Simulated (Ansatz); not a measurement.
## How Cu(100) screens a field

Aim: image plane and induced charge of Cu(100).

Method: plane-wave DFT, r2SCAN, Ansatz PAW, in Ansatz 0.2.0.

**1. The starting structure**

The cell holds 5 atoms: 5 Cu. Its edges and angles: a = 2.553 Å, b = 2.553 Å, c = 25.220 Å, α = 90.0°, β = 90.0°, γ = 90.0°. Vacuum lies along c.

**2. Single point, field 0**

A sawtooth potential applies the field, turning back in the middle of the vacuum. With the dipole correction the typed value is the field outside the slab. The induced dipole is small, so the SCF threshold is tight.

input.yaml reads:

```yaml
crystal:
  lattice:
    - [2.5526554801, 0.0, 0.0]
    - [0.0, 2.5526554801, 0.0]
    - [0.0, 0.0, 25.22]
  atoms:
    - { symbol: Cu, position: [0.0, 0.0, 0.3568596352] }
    - { symbol: Cu, position: [0.5, 0.5, 0.4284298176] }
    - { symbol: Cu, position: [0.0, 0.0, 0.5] }
    - { symbol: Cu, position: [0.5, 0.5, 0.5715701824] }
    - { symbol: Cu, position: [0.0, 0.0, 0.6431403648] }
kpoints:
  mp_grid: { grid: [20, 20, 1] }
hamiltonian:
  xc: r2scan
scf:
  occupations: { method: fermi_dirac, width: 0.1 }
  convergence: { dr2_threshold: 1.0e-10 }
efield:
  axis: 3
  dipole_correction: true
  ramp_position: 0.97
  ramp_width: 0.06
  amplitude: 0
output:
  forces: true
  write_potential: true
  write_density: true
  volumetric_format: npy
```

Launch:

```sh
$ ansatz run input.yaml --threads 4 --pin off --max-ram 6144MiB --backend cpu --events-out ev --progress --plain --runs-dir out
```

The program printed:

```text
Engine: ansatz 0.2.0, aarch64-unknown-linux-gnu
Pseudopotentials: kind: paw
Pseudopotential: Cu, paw, valence charge 19, recommended cutoff 500 eV (meta_gga), Cu.paw.azcp
Functional definition: r2SCAN
  parameter k0 = 0.174
  parameter k1 = 0.065
  parameter a1 = 4.9479
  exchange = r2scan_x(k0 = k0, k1 = k1, a1 = a1)
  correlation = r2scan_c
Crystal: 5 atoms, lattice volume = 164.335 Å³
Basis set: ecut = 500 eV, 4239 PW (Γ), exchange–correlation on 80×80×768 points (64 copies of the dense FFT grid, shifted against one another)
Bands: 57, of which v1, the nominal top of the filled ones, is band 48 counted from 1 (47 counted from 0)
Symmetry: 8 space group operations
k-points: 66 of 400
Non-local potential: Cu, projectors of the file, l = 0: 3, l = 1: 2, l = 2: 3, l = 3: 1
PAW form: soft (Blöchl's): semilocal exchange-correlation on the pseudo side does not see the compensation charge
PAW frozen core: Cu, regenerated for the run's functional (the file was generated under x = pbe(κ = 0.804, μ = 0.219515), c = pbe(β = 0.066725))
PAW one-centre angular grid: Cu, 590 points (default); XC on 160 Gauss nodes
Initial density: superposition of atomic densities (neutral atoms: chi_scale 0, normalization atom), corrected by the library's trained network
Initial wavefunctions: pseudopotential atomic-orbital guess
Functional: x = r2scan, c = r2scan; τ floored in thin density (d = 2e-4 eV/Å³)
SCF iter   1: F=—  HF=-33154.843566 eV  |F-HF|=—  |Δ(HF+E_count)|=         —  Δρ=2.60e-2  dr2=6.55e-1  dr2_τ=4.70e-3  ethr=1.77e-3  p=0.000 e·Å  D=9.38e-14 V/Å  ΔV_dip=-0.00 eV  dr2_dipole=1.70e-8  V_vac-E_F(+/−)=4.79/4.79 eV  ⟨swp⟩=8.4  Hψ=16095  notcnv=0  defer=43
efield: sawtooth ramp at fractional position 0.9700 (set: `efield.ramp_position`, or a place that a band, a saddle search or an elastic batch's reference lends), width 0.0600; the density the first Hamiltonian is built on has a dipole p = 0.000 e·Å; the dipole correction subtracts the counter field D = 9.38e-14 V/Å, which shifts the + side's vacuum level by -0.00 eV against the − side's; the planar-averaged density in the ramp window peaks in size at 1.2e-5 e/Å³
preconditioner: auto → LDOS  [metal: Δε(μ)=0.011 eV  Ē_g=8.728 eV  σ=0.100 eV  W_gap=0.03  n_scr=30 (ndim 8)  ℏωp=21.5 eV  f_vac=0.598  D(μ)=1.45/eV (n_scr^D=10)  β→1.0]
SCF iter   2: F=—  HF=-33155.777677 eV  |F-HF|=—  |Δ(HF+E_count)|=   9.34e-1  Δρ=7.02e-2  dr2=4.52e0  dr2_τ=2.19e-2  ethr=6.89e-4  p=-0.000 e·Å  D=-2.54e-6 V/Å  ΔV_dip=0.00 eV  dr2_dipole=1.62e-7  V_vac-E_F(+/−)=4.10/4.10 eV  ⟨swp⟩=3.0  Hψ=9811  notcnv=0  defer=189  recentre
SCF iter   3: F=—  HF=-33154.763194 eV  |F-HF|=—  |Δ(HF+E_count)|=    1.01e0  Δρ=8.57e-3  dr2=7.58e-2  dr2_τ=6.33e-4  ethr=6.89e-4  p=-0.000 e·Å  D=-1.58e-6 V/Å  ΔV_dip=0.00 eV  dr2_dipole=7.45e-9  V_vac-E_F(+/−)=4.68/4.68 eV  ⟨swp⟩=3.0  Hψ=9154  notcnv=0  defer=185
SCF iter   4: F=—  HF=-33154.748932 eV  |F-HF|=—  |Δ(HF+E_count)|=   1.43e-2  Δρ=2.28e-3  dr2=6.81e-3  dr2_τ=2.67e-5  ethr=7.98e-5  p=0.000 e·Å  D=1.35e-7 V/Å  ΔV_dip=-0.00 eV  dr2_dipole=1.15e-9  V_vac-E_F(+/−)=4.57/4.57 eV  ⟨swp⟩=2.0  Hψ=6243  notcnv=0  defer=187
SCF iter   5: F=—  HF=-33154.748091 eV  |F-HF|=—  |Δ(HF+E_count)|=   8.41e-4  Δρ=4.53e-4  dr2=1.19e-3  dr2_τ=4.40e-6  ethr=7.17e-6  p=-0.000 e·Å  D=-9.19e-7 V/Å  ΔV_dip=0.00 eV  dr2_dipole=6.20e-10  V_vac-E_F(+/−)=4.56/4.56 eV  ⟨swp⟩=2.1  Hψ=5244  notcnv=0  defer=187
SCF iter   6: F=—  HF=-33154.748247 eV  |F-HF|=—  |Δ(HF+E_count)|=   1.56e-4  Δρ=5.98e-4  dr2=3.88e-4  dr2_τ=3.15e-6  ethr=1.25e-6  p=0.000 e·Å  D=5.64e-7 V/Å  ΔV_dip=-0.00 eV  dr2_dipole=3.85e-10  V_vac-E_F(+/−)=4.51/4.51 eV  ⟨swp⟩=2.0  Hψ=5411  notcnv=0  defer=187
SCF iter   7: F=—  HF=-33154.748211 eV  |F-HF|=—  |Δ(HF+E_count)|=   3.57e-5  Δρ=1.96e-4  dr2=5.06e-5  dr2_τ=4.24e-7  ethr=4.08e-7  p=-0.000 e·Å  D=-5.84e-8 V/Å  ΔV_dip=0.00 eV  dr2_dipole=7.51e-11  V_vac-E_F(+/−)=4.51/4.51 eV  ⟨swp⟩=2.0  Hψ=5277  notcnv=0  defer=187
SCF iter   8: F=—  HF=-33154.748202 eV  |F-HF|=—  |Δ(HF+E_count)|=   8.56e-6  Δρ=5.74e-5  dr2=4.52e-6  dr2_τ=6.27e-8  ethr=5.33e-8  p=-0.000 e·Å  D=-7.80e-8 V/Å  ΔV_dip=0.00 eV  dr2_dipole=2.31e-11  V_vac-E_F(+/−)=4.52/4.52 eV  ⟨swp⟩=2.0  Hψ=5341  notcnv=0  defer=187
SCF iter   9: F=—  HF=-33154.748213 eV  |F-HF|=—  |Δ(HF+E_count)|=   1.03e-5  Δρ=2.52e-5  dr2=2.50e-6  dr2_τ=1.50e-8  ethr=4.76e-9  p=0.000 e·Å  D=2.87e-8 V/Å  ΔV_dip=-0.00 eV  dr2_dipole=3.14e-14  V_vac-E_F(+/−)=4.51/4.51 eV  ⟨swp⟩=2.1  Hψ=5487  notcnv=0  defer=187
SCF iter  10: F=—  HF=-33154.748213 eV  |F-HF|=—  |Δ(HF+E_count)|=   7.94e-8  Δρ=7.11e-6  dr2=5.83e-8  dr2_τ=1.08e-9  ethr=2.64e-9  p=0.000 e·Å  D=3.26e-8 V/Å  ΔV_dip=-0.00 eV  dr2_dipole=1.06e-13  V_vac-E_F(+/−)=4.51/4.51 eV  ⟨swp⟩=2.0  Hψ=4976  notcnv=0  defer=187
SCF iter  11: F=—  HF=-33154.748213 eV  |F-HF|=—  |Δ(HF+E_count)|=   4.53e-8  Δρ=2.96e-6  dr2=8.95e-9  dr2_τ=1.54e-10  ethr=6.14e-11  p=-0.000 e·Å  D=-1.13e-8 V/Å  ΔV_dip=0.00 eV  dr2_dipole=2.34e-13  V_vac-E_F(+/−)=4.51/4.51 eV  ⟨swp⟩=2.3  Hψ=5528  notcnv=0  defer=187
SCF iter  12: F=—  HF=-33154.748213 eV  |F-HF|=—  |Δ(HF+E_count)|=   1.69e-8  Δρ=2.44e-6  dr2=5.86e-9  dr2_τ=5.46e-11  ethr=9.42e-12  p=0.000 e·Å  D=6.89e-8 V/Å  ΔV_dip=-0.00 eV  dr2_dipole=5.15e-13  V_vac-E_F(+/−)=4.51/4.51 eV  ⟨swp⟩=2.2  Hψ=5452  notcnv=0  defer=187
iter 13 met the thresholds in force, and the SCF goes on: an eigenvalue changes by 7.55 meV, over its tolerance of 1.05 meV (output.eigenvalues, Limitations)
SCF iter  13: F=-33154.748213 eV  HF=-33154.748213 eV  |F-HF|=1.55e-9  |Δ(HF+E_count)|=   1.57e-9  Δρ=3.13e-7  dr2=9.57e-11  dr2_τ=2.17e-12  ethr=1.00e-12  p=-0.000 e·Å  D=-5.97e-8 V/Å  ΔV_dip=0.00 eV  dr2_dipole=5.84e-13  V_vac-E_F(+/−)=4.51/4.51 eV  ⟨swp⟩=15.3  Hψ=26913  notcnv=0
iter 14 met the thresholds in force, and the SCF goes on: an eigenvalue changes by 6.55 meV, over its tolerance of 1.05 meV (output.eigenvalues, Limitations)
SCF iter  14: F=-33154.748213 eV  HF=-33154.748213 eV  |F-HF|=6.77e-10  |Δ(HF+E_count)|=  5.38e-10  Δρ=2.30e-7  dr2=5.28e-11  dr2_τ=6.84e-13  ethr=1.00e-12  p=0.000 e·Å  D=6.97e-8 V/Å  ΔV_dip=-0.00 eV  dr2_dipole=5.54e-13  V_vac-E_F(+/−)=4.51/4.51 eV  ⟨swp⟩=7.6  Hψ=20706  notcnv=0
Mixer restart at iter 14: flushing history
SCF iter  15: F=-33154.748213 eV  HF=-33154.748213 eV  |F-HF|=1.64e-8  |Δ(HF+E_count)|=   1.32e-9  Δρ=1.35e-6  dr2=1.15e-8  dr2_τ=8.83e-12  ethr=1.00e-12  p=0.000 e·Å  D=1.17e-6 V/Å  ΔV_dip=-0.00 eV  dr2_dipole=4.42e-9  V_vac-E_F(+/−)=4.51/4.51 eV  ⟨swp⟩=2.0  Hψ=5412  notcnv=0  κ⁻¹=1.0e0(r=1)
SCF iter  16: F=-33154.748213 eV  HF=-33154.748213 eV  |F-HF|=4.59e-9  |Δ(HF+E_count)|=  4.29e-10  Δρ=5.20e-7  dr2=3.10e-9  dr2_τ=1.51e-12  ethr=1.00e-12  p=-0.000 e·Å  D=-2.00e-6 V/Å  ΔV_dip=0.00 eV  dr2_dipole=1.53e-9  V_vac-E_F(+/−)=4.51/4.51 eV  ⟨swp⟩=2.1  Hψ=4649  notcnv=0  κ⁻¹=1.3e-2(r=2)
SCF iter  17: F=-33154.748213 eV  HF=-33154.748213 eV  |F-HF|=2.91e-11  |Δ(HF+E_count)|=  5.82e-11  Δρ=1.47e-7  dr2=4.46e-11  dr2_τ=9.77e-14  ethr=1.00e-12  p=-0.000 e·Å  D=-2.92e-9 V/Å  ΔV_dip=0.00 eV  dr2_dipole=2.77e-15  V_vac-E_F(+/−)=4.51/4.51 eV  ⟨swp⟩=8.5  Hψ=21266  notcnv=0
SCF 1 converged in 17 iterations: F = -33154.748213 eV  dr2 = 4.46e-11
  greatest PAW one-centre occupation: 1.000 electrons in one spin orbital (limit 2), on the Cu atom at site 4 (counted from 0), in its partial waves of l = 0
WARN: The output density's exchange-correlation potential varies sharply where the density is thin. Do not read a vacuum level from v_tot or v_xc, or from such a field of the output density. On a cell that repeats whose density bears no net charge and no dipole along the vacuum's axis use v_es (v_loc + v_h of the components); under efield.dipole_correction with no amplitude use v_es + v_field, which holds any externa [...]
SCF converged after 17 iterations
an eigenvalue changed by more than its tolerance at an iteration that met the thresholds in force, so the SCF went on 2 times, its first undamped step at iteration 14: the last check found none over its tolerance
Free energy (F): -33154.748213 eV
Harris-Foulkes:  -33154.748213 eV  (|F-HF|=2.91e-11)
Internal energy: -33154.696576 eV  (E = F + TS)
E sigma→0 (E₀):  -33154.722394 eV
Entropy (-TS):   -0.051637 eV (-10.327 meV/atom)
Fermi energy:    3.102034 eV
Dipole field:    D = -0.000000 V/Å  (p = -0.000000 e·Å, saw-weighted, corrected)
Work function:   Φ+ = 4.5137 eV   Φ− = 4.5137 eV
Levels:          The Fermi level and band energies are counted from a zero that moves with the ramp; work functions are not
--- Per-component energies (eV) ---
  E_band       = -3192.870104
  E_kinetic    = 1496.755293
  E_local      = -241210.179319  (includes V_loc(G=0)·N_el)
  E_nonlocal   = 1986.924003
  E_hartree    = 118790.109837
  E_xc         = -414.602081
  E_vxc        = -617.029263  (∫ρ·V_xc dr)
  E_paw        = -8400.521556  (= ΣΔE_a)
  E_vpaw       = -2474.154157  (= ΣTr[D̂ρ^β])
  E_aug_tail   = 0.000698  (compensation charges beyond the density's cutoff)
  E_vtau       = 44.591395  (kinetic-family band-sum trace: ∫τ·v_τ [+ j·A + Jᵃ·Aᵃ] dr)
  E_efield     = 0.000000  (sawtooth field / dipole correction)
  E_vefield    = 0.000000  (∫n·V_field dr)
  E_ewald      = 94598.322089
  E_core_change = -1.505540  (= ΣΔE_core)
  E_smearing   = -0.051637  (= −TS)
  E_closure    = -0.000000  (closes the sum)
  Σ components = -33154.748213   (vs F -33154.748213, Δ=0.00e0)
--- Forces (eV/Å), atoms counted from 1 ---
  atom   1  Cu     0.00000000     0.00000000     0.39931911
  atom   2  Cu    -0.00000000     0.00000000    -0.24873288
  atom   3  Cu    -0.00000000     0.00000000     0.00000009
  atom   4  Cu    -0.00000000     0.00000000     0.24873285
  atom   5  Cu    -0.00000000     0.00000000    -0.39931940
  max |Σ_I F_I| component: 2.35e-7 eV/Å
--- Band table (eV; the first three rows and the last of 66) ---
  k-point 0: bands = [... 44 lower, 1.3952, 1.5438, 1.5522, 1.5647, 1.5647, 3.0042, 4.3174, 7.5076, ... 5 higher]
  k-point 1: bands = [... 44 lower, 1.4223, 1.5099, 1.5283, 1.5372, 1.5821, 3.1219, 4.4532, 7.5646, ... 5 higher]
  k-point 2: bands = [... 44 lower, 1.4579, 1.4631, 1.4974, 1.5891, 1.6911, 3.4284, 4.8207, 7.7353, ... 5 higher]
  k-point 65: bands = [... 44 lower, 1.9653, 5.4084, 5.4084, 7.1707, 7.1707, 9.4317, 9.4317, 10.7392, ... 5 higher]
```

The job ended after 1.8 min (4 threads of Arm Neoverse N1, shared host; peak memory 1.1 GiB; 7.3 min of CPU time).

Reading the cycles: dr2 is the Hartree energy of the density residual (eV), the measure of convergence; HF is the Harris–Foulkes estimate of the energy, which meets the free energy F at convergence.

Numbers from this step:

| Property | Result |
| --- | --- |
| energy at zero smearing | -33154.7224 eV |
| work function, upper face | 4.514 eV |
| dipole along the normal | -7.36e-8 e·Å |

Running mean over 1.805 Å of the planar mean; the ramp of the sawtooth is left out. Table of electron's electrostatic potential energy less the Fermi level by z:

```
z (Å)  electron's electrostatic potential energy less the Fermi level (eV)
  3.5                                                                 4.51
  4.0                                                                 4.51
  4.5                                                                 4.51
  5.0                                                                 4.51
  5.5                                                                 4.50
  6.0                                                                 4.48
  6.5                                                                 4.39
  7.0                                                                 4.05
  7.5                                                                 2.69
  8.0                                                                -1.38
  8.5                                                                -6.04
  9.0                                                                -8.11
  9.5                                                                -8.43
 10.0                                                                -8.53
 10.5                                                                -8.61
 11.0                                                                -8.65
 11.5                                                                -8.63
 12.0                                                                -8.61
 12.5                                                                -8.60
 13.0                                                                -8.60
 13.5                                                                -8.62
 14.0                                                                -8.64
 14.5                                                                -8.64
 15.0                                                                -8.57
 15.5                                                                -8.48
 16.0                                                                -8.32
 16.5                                                                -7.34
 17.0                                                                -3.58
 17.5                                                                 1.20
 18.0                                                                 3.70
 18.5                                                                 4.29
 19.0                                                                 4.45
 19.5                                                                 4.50
 20.0                                                                 4.51
 20.5                                                                 4.51
 21.0                                                                 4.51
 21.5                                                                 4.51
 22.0                                                                 4.51
```

Force by atom:

```csv
atom,x (eV/Å),y (eV/Å),z (eV/Å),size
Cu1,0.000,0.000,0.399,0.399
Cu2,0.000,0.000,-0.249,0.249
Cu3,0.000,0.000,0.000,0.000
Cu4,0.000,0.000,0.249,0.249
Cu5,0.000,0.000,-0.399,0.399
```

The work function of the upper face is 4.51 eV.

**3. Single point, field 0.05 V/Å**

input.yaml, as its differences from that of step 2:

```diff
@@ -23,3 +23,3 @@
   ramp_width: 0.06
-  amplitude: 0
+  amplitude: 0.05
 output:
```

The program printed:

```text
[...]
Crystal: 5 atoms, lattice volume = 164.335 Å³
Basis set: ecut = 500 eV, 4239 PW (Γ), exchange–correlation on 80×80×768 points (64 copies of the dense FFT grid, shifted against one another)
Bands: 57, of which v1, the nominal top of the filled ones, is band 48 counted from 1 (47 counted from 0)
Symmetry: 8 space group operations
k-points: 66 of 400
[...]
k-point 0: bands = [... 44 lower, 1.3950, 1.5435, 1.5521, 1.5646, 1.5646, 3.0039, 4.3173, 7.4391, ... 5 higher]
  k-point 1: bands = [... 44 lower, 1.4221, 1.5097, 1.5282, 1.5370, 1.5819, 3.1216, 4.4530, 7.4967, ... 5 higher]
  k-point 2: bands = [... 44 lower, 1.4577, 1.4629, 1.4972, 1.5889, 1.6909, 3.4282, 4.8205, 7.6691, ... 5 higher]
  k-point 65: bands = [... 44 lower, 1.9660, 5.4082, 5.4082, 7.1705, 7.1705, 9.4315, 9.4315, 10.7390, ... 5 higher]
[key lines of the parts left out:]
SCF converged after 19 iterations
Free energy (F): -33154.748678 eV
Fermi energy:    3.101850 eV
Dipole field:    D = 0.020476 V/Å  (p = 0.018596 e·Å, saw-weighted, corrected)
```

Wall time 1.9 min (4 threads); peak memory 1.1 GiB.

The dipole is 0.0186 e·Å.

**4. Single point, field -0.05 V/Å**

input.yaml, as its differences from that of step 3:

```diff
@@ -23,3 +23,3 @@
   ramp_width: 0.06
-  amplitude: 0.05
+  amplitude: -0.05
 output:
```

The program printed:

```text
[...]
Crystal: 5 atoms, lattice volume = 164.335 Å³
Basis set: ecut = 500 eV, 4239 PW (Γ), exchange–correlation on 80×80×768 points (64 copies of the dense FFT grid, shifted against one another)
Bands: 57, of which v1, the nominal top of the filled ones, is band 48 counted from 1 (47 counted from 0)
Symmetry: 8 space group operations
k-points: 66 of 400
[...]
k-point 0: bands = [... 44 lower, 1.3951, 1.5435, 1.5521, 1.5646, 1.5646, 3.0039, 4.3173, 7.4391, ... 5 higher]
  k-point 1: bands = [... 44 lower, 1.4221, 1.5097, 1.5282, 1.5370, 1.5819, 3.1216, 4.4530, 7.4967, ... 5 higher]
  k-point 2: bands = [... 44 lower, 1.4577, 1.4629, 1.4972, 1.5889, 1.6909, 3.4282, 4.8205, 7.6691, ... 5 higher]
  k-point 65: bands = [... 44 lower, 1.9660, 5.4082, 5.4082, 7.1705, 7.1705, 9.4315, 9.4315, 10.7390, ... 5 higher]
[key lines of the parts left out:]
SCF converged after 19 iterations
Free energy (F): -33154.748678 eV
Fermi energy:    3.101851 eV
Dipole field:    D = -0.020475 V/Å  (p = -0.018594 e·Å, saw-weighted, corrected)
```

Elapsed: 1.9 min, on 4 threads; peak memory 1.1 GiB.

The dipole is -0.0186 e·Å.

**5. Single point, field 0.1 V/Å**

input.yaml, as its differences from that of step 4:

```diff
@@ -23,3 +23,3 @@
   ramp_width: 0.06
-  amplitude: -0.05
+  amplitude: 0.1
 output:
```

The program printed:

```text
[...]
Crystal: 5 atoms, lattice volume = 164.335 Å³
Basis set: ecut = 500 eV, 4239 PW (Γ), exchange–correlation on 80×80×768 points (64 copies of the dense FFT grid, shifted against one another)
Bands: 57, of which v1, the nominal top of the filled ones, is band 48 counted from 1 (47 counted from 0)
Symmetry: 8 space group operations
k-points: 66 of 400
[...]
k-point 0: bands = [... 44 lower, 1.3945, 1.5428, 1.5517, 1.5640, 1.5640, 3.0030, 4.3168, 7.2999, ... 5 higher]
  k-point 1: bands = [... 44 lower, 1.4216, 1.5091, 1.5276, 1.5365, 1.5814, 3.1208, 4.4525, 7.3580, ... 5 higher]
  k-point 2: bands = [... 44 lower, 1.4570, 1.4626, 1.4967, 1.5884, 1.6904, 3.4274, 4.8198, 7.5320, ... 5 higher]
  k-point 65: bands = [... 44 lower, 1.9662, 5.4077, 5.4077, 7.1700, 7.1700, 9.4310, 9.4310, 10.7384, ... 5 higher]
[key lines of the parts left out:]
SCF converged after 20 iterations
Free energy (F): -33154.750073 eV
Fermi energy:    3.101295 eV
Dipole field:    D = 0.040956 V/Å  (p = 0.037195 e·Å, saw-weighted, corrected)
```

Run time: 2 min. Hardware: 4 threads; peak memory 1.1 GiB; 7.8 min of CPU time.

The dipole is 0.0372 e·Å.

**6. Single point, field -0.1 V/Å**

input.yaml, as its differences from that of step 5:

```diff
@@ -23,3 +23,3 @@
   ramp_width: 0.06
-  amplitude: 0.1
+  amplitude: -0.1
 output:
```

The program printed:

```text
[...]
Crystal: 5 atoms, lattice volume = 164.335 Å³
Basis set: ecut = 500 eV, 4239 PW (Γ), exchange–correlation on 80×80×768 points (64 copies of the dense FFT grid, shifted against one another)
Bands: 57, of which v1, the nominal top of the filled ones, is band 48 counted from 1 (47 counted from 0)
Symmetry: 8 space group operations
k-points: 66 of 400
[...]
k-point 0: bands = [... 44 lower, 1.3945, 1.5428, 1.5517, 1.5640, 1.5640, 3.0030, 4.3168, 7.2999, ... 5 higher]
  k-point 1: bands = [... 44 lower, 1.4216, 1.5091, 1.5276, 1.5365, 1.5814, 3.1208, 4.4525, 7.3580, ... 5 higher]
  k-point 2: bands = [... 44 lower, 1.4570, 1.4626, 1.4967, 1.5884, 1.6904, 3.4274, 4.8198, 7.5320, ... 5 higher]
  k-point 65: bands = [... 44 lower, 1.9662, 5.4077, 5.4077, 7.1700, 7.1700, 9.4310, 9.4310, 10.7384, ... 5 higher]
[key lines of the parts left out:]
SCF converged after 20 iterations
Free energy (F): -33154.750073 eV
Fermi energy:    3.101295 eV
Dipole field:    D = -0.040956 V/Å  (p = -0.037195 e·Å, saw-weighted, corrected)
```

Run time: 2 min. Hardware: 4 threads; peak memory 1.1 GiB.

The dipole is -0.0372 e·Å.

(Continued in part 2 of 2.)

[Long decimals in the printed logs are rounded to 6 places.]

[Logs are printed without paths, hosts, clocks, repeated set-up lines and the standing remarks that a program may print on its own settings, such as how far it seeks lower states.]

[Hosts, paths, dates, database ids (printed as entryN), source tags and the programs' standing remarks are cut or masked in the printed files.]

[Maps of the electrostatic potential energy from Ansatz leave out the sawtooth potential of an applied field or a dipole correction, so their vacuum need not be flat; planar profiles and work functions include it.]
